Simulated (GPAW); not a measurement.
# In2STe monolayer: work function by functional and basis, part 2 of 2

Aim: the work function of both faces of In2STe monolayer, and its spread over functionals and bases. Where a layer proves gapped, the work function hangs on where the smearing puts the Fermi level, and the band edges take its place.

GPAW 26.7.0; GPAW, PAW setups; layer in a repeated cell with vacuum, relaxation of atoms and in-plane cell (the session's first sound run).

So far, upper work function (eV): step 3 (plane waves, PBE) 5.27; step 4 (revPBE) 5.15; step 5 (LDA) 5.56.

## Step 6: Self-consistent run: xc = "vdW-DF2"

Level of this step: GPAW, PAW setups; slab in vacuum (GPAW).

The same geometry under vdW-DF2, to see how far the functional moves the levels against the vacuum (the van der Waals functionals take revPBE setups).

The input, run.py:

```python
import json
import numpy as np
from ase import Atoms
from gpaw import GPAW, PW

slab = Atoms(
    ['Te', 'In', 'In', 'S'],
    positions=[
        [-0.00000, 2.39367, 9.00000],
        [-0.00000, 0.00000, 10.49765],
        [-0.00000, -0.00000, 13.31321],
        [-0.00000, 2.39367, 14.35413]],
    cell=[[4.14596, 0.0, 0.0], [-2.07298, 3.5905, 0.0], [0.0, 0.0, 23.3541]],
    pbc=[True, True, False])

slab.calc = GPAW(mode=PW(400), xc='vdW-DF2', kpts={'size': (9, 9, 1), 'gamma': True},
                 occupations={'name': 'fermi-dirac', 'width': 0.05}, nbands='160%',
                 convergence={'density': 1e-05}, maxiter=200,
                 poissonsolver={'dipolelayer': 'xy'},
                 symmetry={'tolerance': 1e-3}, txt='slab.txt')
result = {}
energy = slab.get_potential_energy()
fermi = slab.calc.get_fermi_level()
v = slab.calc.get_electrostatic_potential().mean((0, 1)) - fermi
n = slab.calc.get_pseudo_density().mean((0, 1))
L = slab.cell[2, 2]
z = np.arange(len(v)) * L / len(v)
low, high = slab.positions[:, 2].min(), slab.positions[:, 2].max()
below, above = np.interp([low - 6.8, high + 6.8], z, v)
slopes = [np.interp(x, z, np.gradient(v, z)) for x in (low - 6.8, high + 6.8)]
eps = np.array([[slab.calc.get_eigenvalues(k, s) for k in range(len(slab.calc.get_ibz_k_points()))]
                for s in range(slab.calc.get_number_of_spins())]) - fermi
top, bottom = eps[eps < 0].max(), eps[eps > 0].min()
dipole = slab.get_dipole_moment()[2]
print(f'energy {energy:.4f} eV, Fermi level {fermi:.4f} eV, dipole {dipole:.5f} e A')
print(f'potential 6.8 A off the faces, from the Fermi level: lower {below:.4f} eV, upper {above:.4f} eV')
print(f'slope of the potential there: lower {slopes[0]:.5f}, upper {slopes[1]:.5f} eV/A')
print(f'nearest levels on the mesh: {top:.4f} and {bottom:.4f} eV')
print('magnetic moment', round(slab.get_magnetic_moment(), 3))
result.update(energy=energy, fermi=fermi, dipole=dipole, below=below, above=above, slopes=slopes, edges=[top, bottom],
              z=z.tolist(), v=v.tolist(), n=n.tolist(), positions=slab.positions.tolist(),
              forces=slab.get_forces(apply_constraint=False).tolist(), moments=slab.get_magnetic_moments().tolist())
json.dump(result, open('result.json', 'w'))
```

Run with:

```console
$ OMP_NUM_THREADS=1 OPENBLAS_NUM_THREADS=1 python run.py
```

The program printed:

```text
energy -338.4264 eV, Fermi level -1.8398 eV, dipole -0.04690 e A
potential 6.8 A off the faces, from the Fermi level: lower 5.1148 eV, upper 5.6824 eV
slope of the potential there: lower -0.00004, upper 0.00004 eV/A
nearest levels on the mesh: -0.4067 and 0.3679 eV
magnetic moment 0.0
```

The job ended after 59 s (1 thread of Arm Neoverse V1, shared host; peak memory 0.47 GiB).

This step gave:

```yaml
dipole_along_the_normal: -0.04690 e·Å
levels_nearest_the_fermi_level_on_the_mesh: -0.4067, 0.3679 eV from the Fermi level
upper_work_function: 5.682 eV
lower_work_function: 5.115 eV
upper_ionisation_energy: 6.089 eV
```

The electrostatic potential energy of an electron (without an applied field's), less the Fermi level, planar mean oscillates, so the rows of the table below give means over windows of 1 Å about each position, cut where the curve ends. Its maxima inside the range that stand out by 2 % of the span (Å: eV): 9.8: -5.62, 11.9: 2.28, 13.8: -8.75. Its minima: 9.0: -14.3, 10.5: -11.9, 13.3: -12.1, 14.3: -11.6.

The electrostatic potential energy of an electron (without an applied field's), less the Fermi level, planar mean by z; means over each step:

```csv
z (Å),"electrostatic potential energy of an electron (without an applied field's), less the Fermi level, planar mean (eV)"
0,5.22
1,5.11
2,5.11
3,5.11
4,5.11
5,5.11
6,5.09
7,4.81
8,1.10
9,-11.2
10,-8.02
11,-5.03
12,1.61
13,-7.42
14,-10.1
15,-0.265
16,5.31
17,5.66
18,5.68
19,5.68
20,5.68
21,5.68
22,5.68
23,5.65
```

The highest filled level lies 0.407 eV under the Fermi level, so the ionisation energy from the upper face is 5.682 + 0.407 = 6.089 eV, against 5.735 eV in the base run.

## Step 7: OptPBE vdW: xc = "optPBE-vdW"

The same geometry under optPBE-vdW, to see how far the functional moves the levels against the vacuum (the van der Waals functionals take revPBE setups).

Changes to run.py since step 6:

```diff
@@ -15,3 +15,3 @@
 
-slab.calc = GPAW(mode=PW(400), xc='vdW-DF2', kpts={'size': (9, 9, 1), 'gamma': True},
+slab.calc = GPAW(mode=PW(400), xc='optPBE-vdW', kpts={'size': (9, 9, 1), 'gamma': True},
                  occupations={'name': 'fermi-dirac', 'width': 0.05}, nbands='160%',
```

The program printed:

```text
energy -64.7410 eV, Fermi level -1.7163 eV, dipole -0.04267 e A
potential 6.8 A off the faces, from the Fermi level: lower 4.9608 eV, upper 5.4769 eV
slope of the potential there: lower -0.00003, upper 0.00003 eV/A
nearest levels on the mesh: -0.4674 and 0.4288 eV
magnetic moment 0.0
```

The job ended after 60 s (1 thread; peak memory 0.47 GiB).

Numbers from this step:

```yaml
dipole_along_the_normal: -0.04267 e·Å
levels_nearest_the_fermi_level_on_the_mesh: -0.4674, 0.4288 eV from the Fermi level
upper_work_function: 5.477 eV
lower_work_function: 4.961 eV
upper_ionisation_energy: 5.944 eV
```

The highest filled level lies 0.467 eV under the Fermi level, so the ionisation energy from the upper face is 5.477 + 0.467 = 5.944 eV, against 5.735 eV in the base run.

## Step 8: Self-consistent run: xc = "RPBE"

The same geometry under RPBE, to see how far the functional moves the levels against the vacuum.

Changes to run.py since step 7:

```diff
@@ -15,3 +15,3 @@
 
-slab.calc = GPAW(mode=PW(400), xc='optPBE-vdW', kpts={'size': (9, 9, 1), 'gamma': True},
+slab.calc = GPAW(mode=PW(400), xc='RPBE', kpts={'size': (9, 9, 1), 'gamma': True},
                  occupations={'name': 'fermi-dirac', 'width': 0.05}, nbands='160%',
```

The program printed:

```text
energy -12.9801 eV, Fermi level -1.4418 eV, dipole -0.04192 e A
potential 6.8 A off the faces, from the Fermi level: lower 4.6391 eV, upper 5.1462 eV
slope of the potential there: lower -0.00002, upper 0.00002 eV/A
nearest levels on the mesh: -0.5141 and 0.4756 eV
magnetic moment 0.0
```

The job ended after 48 s (1 thread; peak memory 0.25 GiB).

This step gave:

```yaml
dipole_along_the_normal: -0.04192 e·Å
levels_nearest_the_fermi_level_on_the_mesh: -0.5141, 0.4756 eV from the Fermi level
upper_work_function: 5.146 eV
lower_work_function: 4.639 eV
upper_ionisation_energy: 5.660 eV
```

The electrostatic potential energy of an electron (without an applied field's), less the Fermi level, planar mean oscillates, so the rows of the table below give means over windows of 1 Å about each position, cut where the curve ends. Its maxima inside the range that stand out by 2 % of the span (Å: eV): 9.8: -5.70, 11.9: 2.18, 13.8: -9.03. Its minima: 9.0: -14.4, 10.5: -12.0, 13.3: -12.3, 14.3: -11.9.

Electrostatic potential energy of an electron (without an applied field's), less the Fermi level, planar mean against z; means over each step:

```
z (Å)  electrostatic potential energy of an electron (without an applied field's), less the Fermi level, planar mean (eV)
    0                                                                                                                4.73
    1                                                                                                                4.64
    2                                                                                                                4.64
    3                                                                                                                4.64
    4                                                                                                                4.64
    5                                                                                                                4.64
    6                                                                                                                4.62
    7                                                                                                                4.38
    8                                                                                                               0.828
    9                                                                                                               -11.3
   10                                                                                                               -8.10
   11                                                                                                               -5.16
   12                                                                                                                1.49
   13                                                                                                               -7.63
   14                                                                                                               -10.4
   15                                                                                                              -0.646
   16                                                                                                                4.81
   17                                                                                                                5.13
   18                                                                                                                5.15
   19                                                                                                                5.15
   20                                                                                                                5.15
   21                                                                                                                5.15
   22                                                                                                                5.15
   23                                                                                                                5.11
```

The highest filled level lies 0.514 eV under the Fermi level, so the ionisation energy from the upper face is 5.146 + 0.514 = 5.660 eV, against 5.735 eV in the base run.

## Step 9: Real-space grid: mode = "fd"

A real-space grid is a second complete basis, so it checks the plane-wave result.

Changes to run.py since step 8:

```diff
@@ -3,3 +3,3 @@
 from ase import Atoms
-from gpaw import GPAW, PW
+from gpaw import GPAW
 
@@ -15,3 +15,3 @@
 
-slab.calc = GPAW(mode=PW(400), xc='RPBE', kpts={'size': (9, 9, 1), 'gamma': True},
+slab.calc = GPAW(mode='fd', h=0.18, xc='PBE', kpts={'size': (9, 9, 1), 'gamma': True},
                  occupations={'name': 'fermi-dirac', 'width': 0.05}, nbands='160%',
```

The program printed:

```text
energy -14.5197 eV, Fermi level -5.0104 eV, dipole -0.04148 e A
potential 6.8 A off the faces, from the Fermi level: lower 4.7575 eV, upper 5.2632 eV
slope of the potential there: lower -0.00000, upper 0.00000 eV/A
nearest levels on the mesh: -0.4703 and 0.4319 eV
magnetic moment 0.0
```

The job ended after 3.1 min (1 thread; peak memory 0.74 GiB).

This step gave:

* dipole along the normal: -0.04148 e·Å
* levels nearest the Fermi level on the mesh: -0.4703, 0.4319 eV from the Fermi level
* upper work function: 5.263 eV
* lower work function: 4.758 eV
* upper ionisation energy: 5.734 eV

The highest filled level lies 0.470 eV under the Fermi level, so the ionisation energy from the upper face is 5.263 + 0.470 = 5.734 eV, against 5.735 eV in the base run.

## Step 10: Atomic orbitals: mode = "lcao"

Atom-centred orbitals end a few angstrom from the surface, which tests how much the density's tail matters.

Changes to run.py since step 9:

```diff
@@ -15,4 +15,4 @@
 
-slab.calc = GPAW(mode='fd', h=0.18, xc='PBE', kpts={'size': (9, 9, 1), 'gamma': True},
-                 occupations={'name': 'fermi-dirac', 'width': 0.05}, nbands='160%',
+slab.calc = GPAW(mode='lcao', basis='dzp', h=0.18, xc='PBE', kpts={'size': (9, 9, 1), 'gamma': True},
+                 occupations={'name': 'fermi-dirac', 'width': 0.05}, nbands='120%',
                  convergence={'density': 1e-05}, maxiter=200,
```

The program printed:

```text
energy -13.1440 eV, Fermi level -4.8585 eV, dipole -0.05334 e A
potential 6.8 A off the faces, from the Fermi level: lower 4.5335 eV, upper 5.1835 eV
slope of the potential there: lower 0.00000, upper 0.00000 eV/A
nearest levels on the mesh: -0.5044 and 0.4655 eV
magnetic moment 0.0
```

Elapsed: 58 s, on 1 thread; peak memory 0.34 GiB.

This step gave:

```
dipole along the normal                    : -0.05334 e·Å
levels nearest the Fermi level on the mesh : -0.5044, 0.4655 eV from the Fermi level
upper work function                        : 5.183 eV
lower work function                        : 4.534 eV
upper ionisation energy                    : 5.688 eV
```

The highest filled level lies 0.504 eV under the Fermi level, so the ionisation energy from the upper face is 5.183 + 0.504 = 5.688 eV, against 5.735 eV in the base run.

## Step 11: The ladder

Times are for 1 thread of Arm Neoverse V1, shared host. The series side by side:

| no. | run | upper ionisation energy (eV) | time | memory (GiB) |
| --- | --- | --- | --- | --- |
| 1 | pw | 5.735 | 45 s | 0.25 |
| 2 | revPBE | 5.653 | 45 s | 0.25 |
| 3 | LDA | 5.949 | 43 s | 0.25 |
| 4 | vdW DF2 | 6.089 | 59 s | 0.47 |
| 5 | optPBE vdW | 5.944 | 60 s | 0.47 |
| 6 | RPBE | 5.660 | 48 s | 0.25 |
| 7 | fd | 5.734 | 3.1 min | 0.74 |
| 8 | lcao | 5.688 | 58 s | 0.34 |

## Step 12: Side by side

Results and costs are gathered.

This step: comparison of work functions, dipole and cost (GPAW 26.7.0).

Ladder, by row:

```
      step  code  work function, upper (eV)  work function, lower (eV)  dipole (e Å)  wall time (s)  peak memory (GiB)  threads
        pw  GPAW                      5.266                      4.757       -0.0421          44.54               0.25        1
    revPBE  GPAW                      5.147                      4.643      -0.04167          44.55               0.25        1
       LDA  GPAW                      5.558                      5.054      -0.04172           43.2               0.25        1
   vdW-DF2  GPAW                      5.682                      5.115       -0.0469          59.27               0.47        1
optPBE-vdW  GPAW                      5.477                      4.961      -0.04267          59.68               0.47        1
      RPBE  GPAW                      5.146                      4.639      -0.04192          47.62               0.25        1
        fd  GPAW                      5.263                      4.758      -0.04148          187.3               0.74        1
      lcao  GPAW                      5.183                      4.534      -0.05334          57.99               0.34        1
```

## Step 13: A changed run

One more run, with changed settings.

This step: GPAW, PAW setups; slab in vacuum (GPAW 26.7.0).

Changes to run.py since step 10:

```diff
@@ -15,5 +15,5 @@
 
-slab.calc = GPAW(mode='lcao', basis='dzp', h=0.18, xc='PBE', kpts={'size': (9, 9, 1), 'gamma': True},
-                 occupations={'name': 'fermi-dirac', 'width': 0.05}, nbands='120%',
-                 convergence={'density': 1e-05}, maxiter=200,
+slab.calc = GPAW(mode='fd', h=0.4, xc='PBE', kpts={'size': (9, 9, 1), 'gamma': True},
+                 occupations={'name': 'fermi-dirac', 'width': 0.05}, nbands='160%',
+                 convergence={'density': 1e-05}, maxiter=75,
                  poissonsolver={'dipolelayer': 'xy'},
```

The program printed:

```text
energy -13.4430 eV, Fermi level -5.0307 eV, dipole -0.04289 e A
potential 6.8 A off the faces, from the Fermi level: lower 4.7692 eV, upper 5.2921 eV
slope of the potential there: lower -0.00000, upper 0.00000 eV/A
nearest levels on the mesh: -0.6249 and 0.5745 eV
magnetic moment 0.0
```

The job ended after 22 s (1 thread; peak memory 0.16 GiB).

The run finished. A setting was moved off its sound value on purpose, so it serves as a test and not as the result.

The fault put into the input: a grid far too coarse (mode = "fd" and h = 0.4).

The two runs compared:

| quantity | this run | sound run | difference |
| --- | --- | --- | --- |
| dipole along the normal (e·Å) | -0.042886 | -0.042099 | -7.9e-4 |
| upper work function (eV) | 5.2921 | 5.2661 | 0.0260 |
| lower work function (eV) | 4.7692 | 4.7569 | 0.0124 |
| upper ionisation energy (eV) | 5.9170 | 5.7345 | 0.183 |

The two runs differ clearly in the upper ionisation energy: 5.92 eV against 5.73 eV.

## Step 14: Summary of results

```json
{
  "work function, upper and lower face (Fermi level placed in the gap by the smearing)": "5.266 and 4.757 eV",
  "ionisation energy from the upper face (highest filled level on the mesh)": "5.73 eV",
  "electron affinity from the upper face (lowest empty Kohn-Sham level on the mesh)": "4.84 eV",
  "dipole along the normal": "-0.0421 e Å"
}
```

**Reading.** With plane waves and PBE the ionisation energy from the upper face is 5.73 eV and the Kohn-Sham electron affinity 4.84 eV. The two faces differ by 0.51 eV, the step that the slab's dipole makes (e p/(ε0 A) gives 0.51 eV), so the dipole layer is needed. The levels nearest the Fermi level on the mesh lie 0.898 eV apart, so the slab is gapped there: the smearing puts the Fermi level inside the gap, and from either face the ionisation energy is the work function plus 0.47 eV. Both are Kohn-Sham levels on the mesh, and semilocal gaps are too small, so the affinity tends to come out too large and the ionisation energy too small. Work functions of a gapped slab move with the place of the Fermi level in the gap; over the runs without a planted fault the highest filled level on the mesh lies 5.65 (revPBE) to 6.09 eV (vdW-DF2) under the upper vacuum level. With elements this heavy, spin-orbit coupling can move band edges by tenths of an eV. The relaxation of atoms and cell ran in a fully periodic cell without the dipole layer, so the atoms of this polar layer felt a small spurious field. The layer's cell and atoms come from the relaxation; spin-orbit coupling and temperature are left out.

[Logs are printed without paths, hosts, clocks, repeated set-up lines and the standing remarks that a program may print on its own settings, such as how far it seeks lower states.]

[Hosts, paths, dates, database ids (printed as entryN), source tags and the programs' standing remarks are cut or masked in the printed files.]
